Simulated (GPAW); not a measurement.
**Work function of a 5-layer slab of Zn(0001) at several levels**

Wanted: work functions and dipole of a 5-layer slab of Zn(0001), with the cost of each level.

Main program and level: GPAW 26.7.0; GPAW, PAW setups; slab in vacuum.

### 1. The structure

The cell holds 5 atoms: 5 Zn. Cell: a = 2.660 Å, b = 2.660 Å, c = 27.874 Å, α = 90.0°, β = 90.0°, γ = 60.0°. Vacuum lies along c.

As a file:

```
Zn
1.0
     2.66000    0.00000    0.00000
     1.33000    2.30363    0.00000
     0.00000    0.00000   27.87392
Zn
5
Direct
  0.00000 0.00000 0.32288
  0.66667 0.66667 0.41144
  0.00000 0.00000 0.50000
  0.66667 0.66667 0.58856
  0.00000 0.00000 0.67712
```

### 2. Relaxation

Forces are removed first; all later runs use this geometry. The lowest 2 atoms are held at bulk positions and keep their forces.

run.py reads:

```python
import json
import numpy as np
from ase import Atoms
from ase.constraints import FixAtoms
from ase.optimize import BFGS
from gpaw import GPAW, PW

slab = Atoms(
    ['Zn', 'Zn', 'Zn', 'Zn', 'Zn'],
    positions=[
        [0.00000, 0.00000, 9.00000],
        [2.66000, 1.53575, 11.46848],
        [0.00000, 0.00000, 13.93696],
        [2.66000, 1.53575, 16.40544],
        [0.00000, 0.00000, 18.87392]],
    cell=[[2.66, 0.0, 0.0], [1.33, 2.30363, 0.0], [0.0, 0.0, 27.87392]],
    pbc=[True, True, False])

slab.calc = GPAW(mode=PW(400), xc='PBE', kpts={'size': (14, 14, 1), 'gamma': True},
                 occupations={'name': 'fermi-dirac', 'width': 0.1}, nbands='140%',
                 convergence={'density': 0.0001}, maxiter=200,
                 poissonsolver={'dipolelayer': 'xy'},
                 symmetry={'tolerance': 1e-3, 'extra_ids': [1, 1, 0, 0, 0]}, txt='slab.txt')
result = {}
slab.set_constraint(FixAtoms([0, 1]))
path = []
opt = BFGS(slab, maxstep=0.2)
opt.attach(lambda: path.append((slab.get_potential_energy(), slab.positions.tolist(), slab.get_forces().tolist())))
result['relaxed'] = bool(opt.run(fmax=0.05, steps=30))
result['path'] = path
energy = slab.get_potential_energy()
fermi = slab.calc.get_fermi_level()
v = slab.calc.get_electrostatic_potential().mean((0, 1)) - fermi
n = slab.calc.get_pseudo_density().mean((0, 1))
L = slab.cell[2, 2]
z = np.arange(len(v)) * L / len(v)
low, high = slab.positions[:, 2].min(), slab.positions[:, 2].max()
below, above = np.interp([low - 6.8, high + 6.8], z, v)
slopes = [np.interp(x, z, np.gradient(v, z)) for x in (low - 6.8, high + 6.8)]
eps = np.array([[slab.calc.get_eigenvalues(k, s) for k in range(len(slab.calc.get_ibz_k_points()))]
                for s in range(slab.calc.get_number_of_spins())]) - fermi
top, bottom = eps[eps < 0].max(), eps[eps > 0].min()
dipole = slab.get_dipole_moment()[2]
print(f'energy {energy:.4f} eV, Fermi level {fermi:.4f} eV, dipole {dipole:.5f} e A')
print(f'potential 6.8 A off the faces, from the Fermi level: lower {below:.4f} eV, upper {above:.4f} eV')
print(f'slope of the potential there: lower {slopes[0]:.5f}, upper {slopes[1]:.5f} eV/A')
print(f'nearest levels on the mesh: {top:.4f} and {bottom:.4f} eV')
print('magnetic moment', round(slab.get_magnetic_moment(), 3))
result.update(energy=energy, fermi=fermi, dipole=dipole, below=below, above=above, slopes=slopes, edges=[top, bottom],
              z=z.tolist(), v=v.tolist(), n=n.tolist(), positions=slab.positions.tolist(),
              forces=slab.get_forces(apply_constraint=False).tolist(), moments=slab.get_magnetic_moments().tolist())
json.dump(result, open('result.json', 'w'))
```

Started as:

```sh
$ OMP_NUM_THREADS=1 OPENBLAS_NUM_THREADS=1 python run.py
```

What it wrote:

```text
Step          Energy          fmax
BFGS:    0       -5.511444        0.124951
BFGS:    1       -5.511663        0.120396
BFGS:    2       -5.514879        0.064406
BFGS:    3       -5.515039        0.071522
BFGS:    4       -5.515479        0.078443
BFGS:    5       -5.516839        0.098179
BFGS:    6       -5.518392        0.106967
BFGS:    7       -5.521427        0.105548
BFGS:    8       -5.522624        0.088720
BFGS:    9       -5.523121        0.072765
BFGS:   10       -5.523319        0.075304
BFGS:   11       -5.524436        0.067936
BFGS:   12       -5.526072        0.084304
BFGS:   13       -5.527098        0.057964
BFGS:   14       -5.527702        0.006936
energy -5.5109 eV, Fermi level 0.7264 eV, dipole -0.00065 e A
potential 6.8 A off the faces, from the Fermi level: lower 4.0213 eV, upper 4.0300 eV
slope of the potential there: lower -0.00004, upper -0.00004 eV/A
nearest levels on the mesh: -0.2347 and 0.0031 eV
magnetic moment 0.0
```

It took 13 min on 1 thread of Intel Xeon Platinum 8488C (Sapphire Rapids), shared host; peak memory 0.23 GiB.

Relaxation path:

| step | energy less that of the first step (eV) | largest force (eV/Å) |
| --- | --- | --- |
| 1 | 0.0000 | 0.1250 |
| 2 | -0.0002 | 0.1204 |
| 3 | -0.0041 | 0.0644 |
| 4 | -0.0044 | 0.0715 |
| 5 | -0.0050 | 0.0784 |
| 6 | -0.0070 | 0.0982 |
| 7 | -0.0091 | 0.1070 |
| 8 | -0.0131 | 0.1055 |
| 9 | -0.0143 | 0.0887 |
| 10 | -0.0147 | 0.0728 |
| 11 | -0.0148 | 0.0753 |
| 12 | -0.0159 | 0.0679 |
| 13 | -0.0179 | 0.0843 |
| 14 | -0.0191 | 0.0580 |
| 15 | -0.0201 | 0.0069 |

The atoms that moved most (Å):

| atom | dx | dy | dz | length |
| --- | --- | --- | --- | --- |
| Zn5 | 0.000 | 0.000 | -0.243 | 0.243 |
| Zn4 | 0.000 | 0.000 | -0.233 | 0.233 |
| Zn3 | 0.000 | 0.000 | -0.114 | 0.114 |

The relaxed structure:

```xyz
5
Lattice="2.6600 0.0000 0.0000 1.3300 2.3036 0.0000 0.0000 0.0000 27.8739" Properties=species:S:1:pos:R:3
Zn    0.0000    0.0000    9.0000
Zn    2.6600    1.5357   11.4685
Zn    0.0000    0.0000   13.8230
Zn    2.6600    1.5357   16.1724
Zn    0.0000    0.0000   18.6310
```

Numbers from this step:

| Item | Value |
| --- | --- |
| dipole along the normal | -6.49e-4 e·Å |
| levels nearest the Fermi level on the mesh | -0.2347, 0.003139 eV from the Fermi level |
| upper work function | 4.030 eV |
| lower work function | 4.021 eV |

The electrostatic potential energy of an electron (without an applied field's), less the Fermi level, planar mean oscillates, so the rows of the table below give means over windows of 2.48 Å about each position, cut where the curve ends. Its maxima inside the range that stand out by 2 % of the span (Å: eV): 10.2: 0.650, 12.7: 0.102, 15.0: 0.103, 17.4: 0.577. Its minima: 9.0: -17.1, 11.5: -17.4, 13.8: -17.4, 16.2: -17.3, 18.6: -17.0.

The electrostatic potential energy of an electron (without an applied field's), less the Fermi level, planar mean by z; means over each step:

| z (Å) | electrostatic potential energy of an electron (without an applied field's), less the Fermi level, planar mean (eV) |
| --- | --- |
| 1.24 | 4.02 |
| 3.72 | 4.02 |
| 6.20 | 3.90 |
| 8.68 | -6.07 |
| 11.16 | -6.72 |
| 13.64 | -6.85 |
| 16.12 | -6.78 |
| 18.60 | -6.44 |
| 21.08 | 3.72 |
| 23.56 | 4.03 |
| 26.04 | 4.03 |

The pseudo valence density, planar mean oscillates, so the rows of the table below give means over windows of 2.37 Å about each position, cut where the curve ends. Its maxima inside the range that stand out by 2 % of the span (Å: e/Å³): 9.1: 2.26, 11.6: 2.24, 13.8: 2.37, 16.1: 2.30, 18.6: 2.33. Its minima: 10.1: 0.150, 12.6: 0.172, 15.1: 0.174, 17.3: 0.150.

Table of pseudo valence density, planar mean by z; means over each step:

z (Å), pseudo valence density, planar mean (e/Å³) and a bar:
```
     3.56       0.00 
     5.93       0.00 
     8.29       0.73 ##########################
    10.67       0.78 ############################
    13.04       0.84 ##############################
    15.41       0.83 ##############################
    17.77       0.79 ############################
    20.14       0.16 ######
    22.52       0.00 
    24.89       0.00
```

The relaxation lowered the energy of the cell by 0.0201 eV (energies extrapolated to zero smearing; the optimiser's log prints free energies). The largest force left on a free atom is 0.0069 eV/Å.

### 3. The slab's potential

The work function is the vacuum plateau of the electrostatic potential less the Fermi level; a dipole layer lets the two faces have plateaus of their own.

run.py: that of step 2 with these lines changed.

```diff
@@ -3,4 +3,2 @@
 from ase import Atoms
-from ase.constraints import FixAtoms
-from ase.optimize import BFGS
 from gpaw import GPAW, PW
@@ -12,5 +10,5 @@
         [2.66000, 1.53575, 11.46848],
-        [0.00000, 0.00000, 13.93696],
-        [2.66000, 1.53575, 16.40544],
-        [0.00000, 0.00000, 18.87392]],
+        [0.00000, -0.00000, 13.82305],
+        [2.66000, 1.53575, 16.17241],
+        [-0.00000, -0.00000, 18.63104]],
     cell=[[2.66, 0.0, 0.0], [1.33, 2.30363, 0.0], [0.0, 0.0, 27.87392]],
@@ -20,12 +18,6 @@
                  occupations={'name': 'fermi-dirac', 'width': 0.1}, nbands='140%',
-                 convergence={'density': 0.0001}, maxiter=200,
+                 convergence={'density': 1e-05}, maxiter=200,
                  poissonsolver={'dipolelayer': 'xy'},
-                 symmetry={'tolerance': 1e-3, 'extra_ids': [1, 1, 0, 0, 0]}, txt='slab.txt')
+                 symmetry={'tolerance': 1e-3}, txt='slab.txt')
 result = {}
-slab.set_constraint(FixAtoms([0, 1]))
-path = []
-opt = BFGS(slab, maxstep=0.2)
-opt.attach(lambda: path.append((slab.get_potential_energy(), slab.positions.tolist(), slab.get_forces().tolist())))
-result['relaxed'] = bool(opt.run(fmax=0.05, steps=30))
-result['path'] = path
 energy = slab.get_potential_energy()
```

What it wrote:

```text
energy -5.5109 eV, Fermi level 0.7267 eV, dipole -0.00058 e A
potential 6.8 A off the faces, from the Fermi level: lower 4.0207 eV, upper 4.0295 eV
slope of the potential there: lower -0.00006, upper -0.00002 eV/A
nearest levels on the mesh: -0.2347 and 0.0031 eV
magnetic moment 0.0
```

Run time: 1.7 min. Hardware: 1 thread; peak memory 0.23 GiB.

Numbers from this step:

```
dipole along the normal                    : -5.84e-4 e·Å
levels nearest the Fermi level on the mesh : -0.2347, 0.003117 eV from the Fermi level
upper work function                        : 4.029 eV
```

The electrostatic potential energy of an electron (without an applied field's), less the Fermi level, planar mean oscillates, so the rows of the table below give means over windows of 2.48 Å about each position, cut where the curve ends. Its maxima inside the range that stand out by 2 % of the span (Å: eV): 10.2: 0.650, 12.7: 0.101, 15.0: 0.103, 17.4: 0.577. Its minima: 9.0: -17.1, 11.5: -17.4, 13.8: -17.4, 16.2: -17.3, 18.6: -17.0.

Electrostatic potential energy of an electron (without an applied field's), less the Fermi level, planar mean against z; means over each step:

z (Å), electrostatic potential energy of an electron (without an applied field's), less the Fermi level, planar mean (eV) and a bar from the least value:
```
     1.24        4.0 ##############################
     3.72        4.0 ##############################
     6.20        3.9 ##############################
     8.68       -6.1 ##
    11.16       -6.7 
    13.64       -6.8 
    16.12       -6.8 
    18.60       -6.4 #
    21.08        3.7 #############################
    23.56        4.0 ##############################
    26.04        4.0 ##############################
```

The pseudo valence density, planar mean oscillates, so the rows of the table below give means over windows of 2.37 Å about each position, cut where the curve ends. Its maxima inside the range that stand out by 2 % of the span (Å: e/Å³): 9.1: 2.26, 11.6: 2.24, 13.8: 2.37, 16.1: 2.30, 18.6: 2.33. Its minima: 10.1: 0.150, 12.6: 0.172, 15.1: 0.174, 17.3: 0.150.

Table of pseudo valence density, planar mean by z; means over each step:

z (Å), pseudo valence density, planar mean (e/Å³) and a bar:
```
     3.56       0.00 
     5.93       0.00 
     8.29       0.73 ##########################
    10.67       0.78 ############################
    13.04       0.84 ##############################
    15.41       0.83 ##############################
    17.77       0.79 ############################
    20.14       0.16 ######
    22.52       0.00 
    24.89       0.00
```

The potential is flat to 5.5e-5 eV/Å where it is read, so the vacuum is wide enough.

### 4. OptPBE vdW: xc = "optPBE-vdW"

The same geometry under optPBE-vdW, to see how far the functional moves the levels against the vacuum (the van der Waals functionals take revPBE setups).

run.py: that of step 3 with these lines changed.

```diff
@@ -16,3 +16,3 @@
 
-slab.calc = GPAW(mode=PW(400), xc='PBE', kpts={'size': (14, 14, 1), 'gamma': True},
+slab.calc = GPAW(mode=PW(400), xc='optPBE-vdW', kpts={'size': (14, 14, 1), 'gamma': True},
                  occupations={'name': 'fermi-dirac', 'width': 0.1}, nbands='140%',
```

What it wrote:

```text
energy -61.3278 eV, Fermi level 0.7111 eV, dipole -0.00056 e A
potential 6.8 A off the faces, from the Fermi level: lower 4.1273 eV, upper 4.1352 eV
slope of the potential there: lower -0.00006, upper -0.00004 eV/A
nearest levels on the mesh: -0.0021 and 0.0156 eV
magnetic moment 0.0
```

The job ended after 1.9 min (1 thread; peak memory 0.37 GiB).

Numbers from this step:

```
dipole along the normal                    : -5.61e-4 e·Å
levels nearest the Fermi level on the mesh : -0.002107, 0.01556 eV from the Fermi level
upper work function                        : 4.135 eV
lower work function                        : 4.127 eV
```

The electrostatic potential energy of an electron (without an applied field's), less the Fermi level, planar mean oscillates, so the rows of the table below give means over windows of 2.37 Å about each position, cut where the curve ends. Its maxima inside the range that stand out by 2 % of the span (Å: eV): 10.2: 0.472, 12.7: -0.0675, 15.0: -0.0664, 17.3: 0.400. Its minima: 9.0: -17.1, 11.5: -17.4, 13.8: -17.4, 16.2: -17.3, 18.6: -17.0.

Electrostatic potential energy of an electron (without an applied field's), less the Fermi level, planar mean against z; means over each step:

| z (Å) | electrostatic potential energy of an electron (without an applied field's), less the Fermi level, planar mean (eV) |
| --- | --- |
| 1.19 | 4.13 |
| 3.56 | 4.13 |
| 5.93 | 4.06 |
| 8.29 | -5.17 |
| 10.67 | -6.70 |
| 13.04 | -7.31 |
| 15.41 | -7.34 |
| 17.77 | -6.63 |
| 20.14 | 1.06 |
| 22.52 | 4.13 |
| 24.89 | 4.14 |
| 27.25 | 4.13 |

The pseudo valence density, planar mean oscillates, so the rows of the table below give means over windows of 2.37 Å about each position, cut where the curve ends. Its maxima inside the range that stand out by 2 % of the span (Å: e/Å³): 9.1: 2.27, 11.6: 2.24, 13.8: 2.37, 16.1: 2.30, 18.6: 2.34. Its minima: 10.1: 0.147, 12.6: 0.169, 15.1: 0.171, 17.3: 0.147.

Table of pseudo valence density, planar mean by z; means over each step:

| z (Å) | pseudo valence density, planar mean (e/Å³) |
| --- | --- |
| 3.56 | 7.8e-6 |
| 5.93 | 0.00236 |
| 8.29 | 0.733 |
| 10.67 | 0.784 |
| 13.04 | 0.837 |
| 15.41 | 0.832 |
| 17.77 | 0.787 |
| 20.14 | 0.157 |
| 22.52 | 3.3e-4 |
| 24.89 | 0 |

Force by atom:

| atom | x (eV/Å) | y (eV/Å) | z (eV/Å) | size |
| --- | --- | --- | --- | --- |
| Zn1 | 0.000 | 0.000 | -0.171 | 0.171 |
| Zn2 | 0.000 | 0.000 | -0.050 | 0.050 |
| Zn3 | 0.000 | 0.000 | -0.009 | 0.009 |
| Zn4 | 0.000 | 0.000 | 0.045 | 0.045 |
| Zn5 | 0.000 | 0.000 | 0.185 | 0.185 |

The upper face's work function is 4.135 eV, against 4.029 eV in the first plane-wave PBE run at this geometry.

### 5. Self-consistent run: xc = "revPBE"

The same geometry under revPBE, to see how far the functional moves the levels against the vacuum.

run.py: that of step 4 with these lines changed.

```diff
@@ -16,3 +16,3 @@
 
-slab.calc = GPAW(mode=PW(400), xc='optPBE-vdW', kpts={'size': (14, 14, 1), 'gamma': True},
+slab.calc = GPAW(mode=PW(400), xc='revPBE', kpts={'size': (14, 14, 1), 'gamma': True},
                  occupations={'name': 'fermi-dirac', 'width': 0.1}, nbands='140%',
```

What it wrote:

```text
energy -3.9660 eV, Fermi level 0.8396 eV, dipole -0.00060 e A
potential 6.8 A off the faces, from the Fermi level: lower 3.9011 eV, upper 3.9101 eV
slope of the potential there: lower -0.00007, upper 0.00017 eV/A
nearest levels on the mesh: -0.2385 and 0.0043 eV
magnetic moment 0.0
```

Run time: 2.3 min. Hardware: 1 thread; peak memory 0.23 GiB.

Numbers from this step:

```yaml
dipole_along_the_normal: -6.03e-4 e·Å
levels_nearest_the_fermi_level_on_the_mesh: -0.2385, 0.004271 eV from the Fermi level
upper_work_function: 3.910 eV
lower_work_function: 3.901 eV
```

The electrostatic potential energy of an electron (without an applied field's), less the Fermi level, planar mean oscillates, so the rows of the table below give means over windows of 2.48 Å about each position, cut where the curve ends. Its maxima inside the range that stand out by 2 % of the span (Å: eV): 10.2: 0.544, 12.7: -0.00630, 15.0: -0.00466, 17.4: 0.470. Its minima: 9.0: -17.2, 11.5: -17.5, 13.8: -17.5, 16.2: -17.4, 18.6: -17.1.

Electrostatic potential energy of an electron (without an applied field's), less the Fermi level, planar mean against z; means over each step:

| z (Å) | electrostatic potential energy of an electron (without an applied field's), less the Fermi level, planar mean (eV) |
| --- | --- |
| 1.24 | 3.90 |
| 3.72 | 3.90 |
| 6.20 | 3.78 |
| 8.68 | -6.18 |
| 11.16 | -6.82 |
| 13.64 | -6.96 |
| 16.12 | -6.89 |
| 18.60 | -6.54 |
| 21.08 | 3.61 |
| 23.56 | 3.91 |
| 26.04 | 3.91 |

The upper face's work function is 3.910 eV, against 4.029 eV in the first plane-wave PBE run at this geometry.

(Continued in part 2 of 2.)

[Logs are printed without paths, hosts, clocks, repeated set-up lines and the standing remarks that a program may print on its own settings, such as how far it seeks lower states.]

[Hosts, paths, dates, database ids (printed as entryN), source tags and the programs' standing remarks are cut or masked in the printed files.]
